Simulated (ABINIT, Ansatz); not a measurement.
**Converging GW for AlBO3 (R-3c) in ABINIT**

What does each rung of G0W0 on AlBO3 (R-3c) cost, and what does it buy?

Program: ABINIT 10.8.3. Level of theory: PBEsol and many-body steps on it, plane waves. Results are calculated unless marked as measured.

### Step 1. The starting structure

The structure is trigonal, space group R-3c (No. 167). The conventional cell has a = 4.464 Å, b = 4.464 Å, c = 13.745 Å, α = 90.00°, β = 90.00°, γ = 120.00°. Nearest to Al lie 6 O at 1.92 Å. B has 3 O at 1.38 Å nearest. O has 1 B at 1.38 Å and 2 Al at 1.92 Å nearest. Farther neighbours and most contacts between anions are not listed.

The cell and positions come from the Crystallography Open Database and are kept as given unless a step says otherwise.

### Step 2. Empty states on the mesh, 4×4×4 mesh, 267 bands

This step: ABINIT 10.8.3; DFT, PBEsol, plane waves, norm-conserving pseudopotentials.

The sums over transitions need many empty states on a uniform mesh; this step solves for them.

run.abi

```
acell 3*1.0 Angstrom
rprim 
  2.231899999996 1.288588065802 4.581666666700
  -2.231899999996 1.288588065802 4.581666666700
  0.000000000000 -2.577176131604 4.581666666700
ntypat 3
znucl 13 5 8
natom 10
typat 1 1 2 2 3 3 3 3 3 3
xred 
  0.000000000000 -0.000000000000 -0.000000000000
  0.500000000000 0.500000000000 0.500000000000
  0.250000000000 0.250000000000 0.250000000000
  0.750000000000 0.750000000000 0.750000000000
  0.940980000000 0.559020000000 0.250000000000
  0.250000000000 0.940980000000 0.559020000000
  0.559020000000 0.250000000000 0.940980000000
  0.059020000000 0.440980000000 0.750000000000
  0.750000000000 0.059020000000 0.440980000000
  0.440980000000 0.750000000000 0.059020000000
pp_dirpath "pseudos"
pseudos "Al.upf, B.upf, O.upf"
ecut 36
ngkpt 4 4 4
nshiftk 1
shiftk 0 0 0
kptopt 1
chksymbreak 0
irdden 1
istwfk *1
nband 267
prtvol 0
optdriver 6
gwr_task "HDIAGO"
paral_kgb 0
occopt 1
indata_prefix "in"
outdata_prefix "out"
tmpdata_prefix "tmp"
```

Started as:

```bash
OMP_NUM_THREADS=1 mpirun -n 8 abinit run.abi > log
```

The log of the run:

```text
.Version 10.8.3 of ABINIT. v10.8.2 released Aug 2026.

 Symmetries : space group R-3 c (#167); Bravais hR (rhombohedral)
[... echo of the input left out ...]
== DATASET  1 ==================================================================
-   mpi_nproc: 8, omp_nthreads: 1 (-1 if OMP is not activated)

--- !DatasetInfo
iteration_state: {dtset: 1, }
dimensions: {natom: 10, nkpt: 13, mband: 267, nsppol: 1, nspinor: 1, nspden: 1, mpw: 5535, }
cutoff_energies: {ecut:  36.0, pawecutdg:  -1.0, }
[...]
Indirect band gap semiconductor
 Fundamental gap:     5.828 (eV)
   VBM:     4.926 (eV) at k: [ 0.0000E+00,  0.0000E+00,  0.0000E+00]
   CBM:    10.754 (eV) at k: [ 2.5000E-01,  2.5000E-01,  2.5000E-01]
 Direct gap:         6.027 (eV) at k: [ 2.5000E-01,  2.5000E-01,  2.5000E-01]

== END DATASET(S) ==============================================================
================================================================================

 -outvars: echo values of variables after computation  --------
           etotal      0.0000000000E+00
            nband         267
             nkpt          13
          spgroup         167
 [... the other variables as echoed above ...]

 Calculation completed.
```

Run time: 4.2 min. Hardware: 8 MPI ranks of Arm Neoverse V1, shared host; peak memory 13 GiB.

This step gave:

- gap: 5.828 eV
- k of the valence top: 0, 0, 0
- k of the conduction bottom: 0.25, 0.25, 0.25
- least direct gap: 6.027 eV
- k points computed: 13
- lowest point of the top converged band, above the valence top: 108.7440 eV

On this mesh the gap is 5.828 eV.

The density comes from a self-consistent run that is not shown.

### Step 3. Screening, 4×4×4 mesh, 53 bands, screening to 76.2 eV

The RPA dielectric matrix is built and inverted for each q.

This step: RPA screening on PBEsol, plane waves, norm-conserving pseudopotentials.

Changes to run.abi since step 2:

```diff
@@ -28,10 +28,11 @@
 chksymbreak 0
-irdden 1
 istwfk *1
-nband 267
-prtvol 0
-optdriver 6
-gwr_task "HDIAGO"
-paral_kgb 0
 occopt 1
+irdwfk 1
+optdriver 3
+nband 53
+ecuteps 2.8
+inclvkb 2
+awtr 1
+symchi 1
 indata_prefix "in"
```

The log of the run:

```text
.Version 10.8.3 of ABINIT. v10.8.2 released Aug 2026.

 Symmetries : space group R-3 c (#167); Bravais hR (rhombohedral)
[... echo of the input left out ...]
== DATASET  1 ==================================================================
-   mpi_nproc: 8, omp_nthreads: 1 (-1 if OMP is not activated)

--- !DatasetInfo
iteration_state: {dtset: 1, }
dimensions: {natom: 10, nkpt: 13, mband: 53, nsppol: 1, nspinor: 1, nspden: 1, mpw: 5535, }
cutoff_energies: {ecut:  36.0, pawecutdg:  -1.0, }
electrons: {nelect:   4.80000000E+01, charge:   0.00000000E+00, occopt:   1.00000000E+00, tsmear:   1.00000000E-02, }

 SCREENING: Calculation of the susceptibility and dielectric matrices

 Based on a program developped by R.W. Godby, V. Olevano, G. Onida, and L. Reining.
 Incorporated in ABINIT by V. Olevano, G.-M. Rignanese, and M. Torrent.
.Using double precision arithmetic ; gwpc =  8

[... cell and pseudopotentials left out ...]
--------------------------------------------------------------------------------

 ==== K-mesh for the wavefunctions ====
 Number of points in the irreducible wedge :    13
[... list of points left out ...]
 Together with 12 symmetry operations and time-reversal symmetry
 yields    64 points in the full Brillouin Zone.

 ==== Q-mesh for the screening function ====
 Number of points in the irreducible wedge :    13
[... list of points left out ...]
 Together with 12 symmetry operations and time-reversal symmetry
 yields    64 points in the full Brillouin Zone.

 setmesh: FFT mesh size selected  =    36x   36x   36
          total number of points  =        46656

 vcoul_init : cutoff-mode = AUXILIARY_FUNCTION
 q-points for optical limit:   1
     1)      0.000010    0.000020    0.000030

- screening: taking advantage of time-reversal symmetry
- Maximum band index for partially occupied states nbvw = 24
- Remaining bands to be divided among processors   nbcw = 29
- Number of bands treated by each node ~3

 Number of electrons calculated from density =   48.0000; Expected =   48.0000
 average of density, n =  0.089967
 r_s =    1.3844
 omega_plasma =   28.9332 [eV]

 calculating chi0 at frequencies [eV] :
  1    0.000000E+00    0.000000E+00
  2    0.000000E+00    2.893318E+01

--------------------------------------------------------------------------------
  q-point number  1        q = ( 0.000000, 0.000000, 0.000000) [r.l.u.]
--------------------------------------------------------------------------------
[... chi0 elements left out ...]
 For q-point:  0.000010 0.000020 0.000030
  dielectric constant =   3.0191
  dielectric constant without local fields =   3.1705

  Average fulfillment of the sum rule on Im[epsilon] for q-point    1 :     25.33  [%]
[... wings left out ...]
  q-point number  2        q = ( 0.250000, 0.000000, 0.000000) [r.l.u.]
--------------------------------------------------------------------------------
[... chi0 elements left out ...]
  Average fulfillment of the sum rule on Im[epsilon] for q-point    2 :     43.12  [%]

 [... 11 further q-points ...]
```

Wall time 46 s (8 MPI ranks); peak memory 3.2 GiB.

Numbers from this step:

| Property | Result |
| --- | --- |
| ε∞ with local fields, on this mesh, along the program's q direction | 3.019 |
| the same without local fields | 3.171 |
| plasma frequency | 28.93 eV |
| plane waves in the screening matrix | 121 |

Local fields lower ε∞ by 5 %.

### Step 4. 53 bands, 76.2 eV

The self-energy is evaluated for the states that the input lists, and the levels follow from it, in one-shot runs by the linearised quasiparticle equation.

This step: G0W0 on PBEsol, plane waves, norm-conserving pseudopotentials.

Changes to run.abi since step 3:

```diff
@@ -31,8 +31,17 @@
 irdwfk 1
-optdriver 3
+optdriver 4
 nband 53
+gwcalctyp 0
+ecutsigx 36
+symsigma 1
+nkptgw 2
+kptgw 
+  0.0000000000 0.0000000000 0.0000000000
+  0.2500000000 0.2500000000 0.2500000000
+bdgw 
+  23 26
+  23 26
 ecuteps 2.8
-inclvkb 2
-awtr 1
-symchi 1
+irdscr 1
+ppmodel 1
 indata_prefix "in"
```

The log of the run:

```text
.Version 10.8.3 of ABINIT. v10.8.2 released Aug 2026.

 Symmetries : space group R-3 c (#167); Bravais hR (rhombohedral)
[... echo of the input left out ...]
== DATASET  1 ==================================================================
-   mpi_nproc: 8, omp_nthreads: 1 (-1 if OMP is not activated)

--- !DatasetInfo
iteration_state: {dtset: 1, }
dimensions: {natom: 10, nkpt: 13, mband: 53, nsppol: 1, nspinor: 1, nspden: 1, mpw: 5535, }
cutoff_energies: {ecut:  36.0, pawecutdg:  -1.0, }
electrons: {nelect:   4.80000000E+01, charge:   0.00000000E+00, occopt:   1.00000000E+00, tsmear:   1.00000000E-02, }

 SIGMA: Calculation of the GW corrections

 Based on a program developped by R.W. Godby, V. Olevano, G. Onida, and L. Reining.
 Incorporated in ABINIT by V. Olevano, G.-M. Rignanese, and M. Torrent.
.Using double precision arithmetic ; gwpc =  8

[... cell and pseudopotentials left out ...]
--------------------------------------------------------------------------------

 ==== K-mesh for the wavefunctions ====
 Number of points in the irreducible wedge :    13
[... list of points left out ...]
 Together with 12 symmetry operations and time-reversal symmetry
 yields    64 points in the full Brillouin Zone.

 ==== Q-mesh for screening function ====
 Number of points in the irreducible wedge :    13
[... list of points left out ...]
 Together with 12 symmetry operations and time-reversal symmetry
 yields    64 points in the full Brillouin Zone.

 vcoul_init : cutoff-mode = AUXILIARY_FUNCTION
 q-points for optical limit:   1
     1)      0.000010    0.000020    0.000030
 setmesh: FFT mesh size selected  =    54x   54x   54
          total number of points  =       157464

 Number of electrons calculated from density =   48.0000; Expected =   48.0000
 average of density, n =  0.089967
 r_s =    1.3844
 omega_plasma =   28.9332 [eV]

 === KS Band Gaps ===
  >>>> For spin  1
   Minimum direct gap =   6.0269 [eV], located at k-point      :   0.2500  0.2500  0.2500
   Fundamental gap    =   5.8278 [eV], Top of valence bands at :   0.0000  0.0000  0.0000
                                       Bottom of conduction at :   0.2500  0.2500  0.2500
 SIGMA fundamental parameters:
 PLASMON POLE MODEL  1
 number of plane-waves for SigmaX                 5519
 number of plane-waves for SigmaC and W            121
 number of plane-waves for wavefunctions          5519
 number of bands                                    53
 number of independent spin polarizations            1
 number of spinorial components                      1
 number of k-points in IBZ                          13
 number of q-points in IBZ                          13
 number of symmetry operations                      12
 number of k-points in BZ                           64
 number of q-points in BZ                           64
 number of frequencies for dSigma/dE                 9
 frequency step for dSigma/dE [eV]                0.25
 number of omega for Sigma on real axis              0
 max omega for Sigma on real axis  [eV]           0.00
 zcut for avoiding poles [eV]                     0.10

 EPSILON^-1 parameters (SCR file):
 dimension of the eps^-1 matrix on file            121
 dimension of the eps^-1 matrix used               121
 number of plane-waves for wavefunctions          5519
 number of bands                                    53
 number of q-points in IBZ                          13
 number of frequencies                               2
 number of real frequencies                          1
 number of imag frequencies                          1

 matrix elements of self-energy operator (all in [eV])

 Perturbative Calculation

--- !SelfEnergy_ee
iteration_state: {dtset: 1, }
kpoint     : [   0.000,    0.000,    0.000, ]
spin       : 1
KS_gap     :    6.058
QP_gap     :    9.257
Delta_QP_KS:    3.199
data: !SigmaeeData |
     Band     E0 <VxcDFT>   SigX SigC(E0)      Z dSigC/dE  Sig(E)    E-E0       E
       23   4.926 -20.480 -26.336   4.896   0.818  -0.223 -21.265  -0.784   4.142
       24   4.926 -20.480 -26.336   4.896   0.818  -0.223 -21.265  -0.784   4.142
       25  10.984 -12.929  -7.175  -2.923   0.853  -0.172 -10.515   2.414  13.399
       26  11.375 -14.127  -8.905  -2.992   0.860  -0.162 -12.208   1.919  13.294

--- !SelfEnergy_ee
iteration_state: {dtset: 1, }
kpoint     : [   0.250,    0.250,    0.250, ]
spin       : 1
KS_gap     :    6.027
QP_gap     :    9.102
Delta_QP_KS:    3.075
data: !SigmaeeData |
     Band     E0 <VxcDFT>   SigX SigC(E0)      Z dSigC/dE  Sig(E)    E-E0       E
       23   4.727 -20.335 -26.211   4.884   0.818  -0.223 -21.146  -0.811   3.916
       24   4.727 -20.335 -26.211   4.884   0.818  -0.223 -21.146  -0.811   3.916
       25  10.754 -11.869  -6.133  -3.100   0.859  -0.164  -9.605   2.264  13.018
       26  12.448 -15.211  -9.690  -2.916   0.852  -0.174 -12.992   2.219  14.667

== END DATASET(S) ==============================================================
================================================================================

 -outvars: echo values of variables after computation  --------
           etotal      0.0000000000E+00
            nband          53
             nkpt          13
          spgroup         167
 [... the other variables as echoed above ...]

 Calculation completed.
```

Elapsed: 5.6 s, on 8 MPI ranks; peak memory 1.5 GiB.

Numbers from this step:

```yaml
g0w0_gap_on_the_points_computed: 8.876 eV
starting_gap_on_the_mesh: 5.828 eV
k_of_the_valence_top: 0, 0, 0
k_of_the_conduction_bottom: 0.25, 0.25, 0.25
z_at_the_valence_top: 0.818
z_at_the_conduction_bottom: 0.859
least_direct_g0w0_gap_on_the_computed_points: 9.102 eV
```

The gap on the mesh goes from 5.83 eV to 8.88 eV, a correction of +3.05 eV.

### Step 5. Screening, 4×4×4 mesh, 120 bands, screening to 141.5 eV

This step: RPA screening on PBEsol, plane waves, norm-conserving pseudopotentials.

Changes to run.abi since step 4:

```diff
@@ -31,17 +31,8 @@
 irdwfk 1
-optdriver 4
-nband 53
-gwcalctyp 0
-ecutsigx 36
-symsigma 1
-nkptgw 2
-kptgw 
-  0.0000000000 0.0000000000 0.0000000000
-  0.2500000000 0.2500000000 0.2500000000
-bdgw 
-  23 26
-  23 26
-ecuteps 2.8
-irdscr 1
-ppmodel 1
+optdriver 3
+nband 120
+ecuteps 5.2
+inclvkb 2
+awtr 1
+symchi 1
 indata_prefix "in"
```

The log of the run:

```text
.Version 10.8.3 of ABINIT. v10.8.2 released Aug 2026.

 Symmetries : space group R-3 c (#167); Bravais hR (rhombohedral)
[... echo of the input left out ...]
== DATASET  1 ==================================================================
-   mpi_nproc: 8, omp_nthreads: 1 (-1 if OMP is not activated)

--- !DatasetInfo
iteration_state: {dtset: 1, }
dimensions: {natom: 10, nkpt: 13, mband: 120, nsppol: 1, nspinor: 1, nspden: 1, mpw: 5535, }
cutoff_energies: {ecut:  36.0, pawecutdg:  -1.0, }
electrons: {nelect:   4.80000000E+01, charge:   0.00000000E+00, occopt:   1.00000000E+00, tsmear:   1.00000000E-02, }

 SCREENING: Calculation of the susceptibility and dielectric matrices

 Based on a program developped by R.W. Godby, V. Olevano, G. Onida, and L. Reining.
 Incorporated in ABINIT by V. Olevano, G.-M. Rignanese, and M. Torrent.
.Using double precision arithmetic ; gwpc =  8

[... cell and pseudopotentials left out ...]
--------------------------------------------------------------------------------

 ==== K-mesh for the wavefunctions ====
 Number of points in the irreducible wedge :    13
[... list of points left out ...]
 Together with 12 symmetry operations and time-reversal symmetry
 yields    64 points in the full Brillouin Zone.

 ==== Q-mesh for the screening function ====
 Number of points in the irreducible wedge :    13
[... list of points left out ...]
 Together with 12 symmetry operations and time-reversal symmetry
 yields    64 points in the full Brillouin Zone.

 setmesh: FFT mesh size selected  =    40x   40x   40
          total number of points  =        64000

 vcoul_init : cutoff-mode = AUXILIARY_FUNCTION
 q-points for optical limit:   1
     1)      0.000010    0.000020    0.000030

- screening: taking advantage of time-reversal symmetry
- Maximum band index for partially occupied states nbvw = 24
- Remaining bands to be divided among processors   nbcw = 96
- Number of bands treated by each node ~12

 Number of electrons calculated from density =   48.0000; Expected =   48.0000
 average of density, n =  0.089967
 r_s =    1.3844
 omega_plasma =   28.9332 [eV]

 calculating chi0 at frequencies [eV] :
  1    0.000000E+00    0.000000E+00
  2    0.000000E+00    2.893318E+01

--------------------------------------------------------------------------------
  q-point number  1        q = ( 0.000000, 0.000000, 0.000000) [r.l.u.]
--------------------------------------------------------------------------------
[... chi0 elements left out ...]
 For q-point:  0.000010 0.000020 0.000030
  dielectric constant =   3.0427
  dielectric constant without local fields =   3.2953

  Average fulfillment of the sum rule on Im[epsilon] for q-point    1 :     56.08  [%]
[... wings left out ...]
  q-point number  2        q = ( 0.250000, 0.000000, 0.000000) [r.l.u.]
--------------------------------------------------------------------------------
[... chi0 elements left out ...]
  Average fulfillment of the sum rule on Im[epsilon] for q-point    2 :     67.59  [%]

 [... 11 further q-points ...]
```

The job ended after 3.4 min (8 MPI ranks; peak memory 5.1 GiB; 27 min of CPU time).

Numbers from this step:

| Quantity | Value |
| --- | --- |
| ε∞ with local fields, on this mesh, along the program's q direction | 3.043 |
| the same without local fields | 3.295 |
| plasma frequency | 28.93 eV |
| plane waves in the screening matrix | 291 |

[end of part 1 of 2]

[Paths, hosts, dates, memory and timing lines, banners, echoed tables and standing remarks are left out of the program output.]

[Logs are printed without paths, hosts, clocks, repeated set-up lines and the standing remarks that a program may print on its own settings, such as how far it seeks lower states.]

[Runs of the session that timed out or met a known fault of the program may be left out.]

[No measured gap is set beside runs whose start may be inverted or whose files or cutoffs have a known fault.]

[Hosts, paths, dates, database ids (printed as entryN), source tags and the programs' standing remarks are cut or masked in the printed files.]

[G0W0 gaps are taken among the corrected bands and points alone; a level outside them can change the order at an edge.]

[Where Ansatz stands beside ABINIT at settings called matched, ABINIT's density can come from a denser mesh and the files from another edition; pairs whose starting gaps differed by over 0.03 eV were left out, so agreement reads better than it is.]
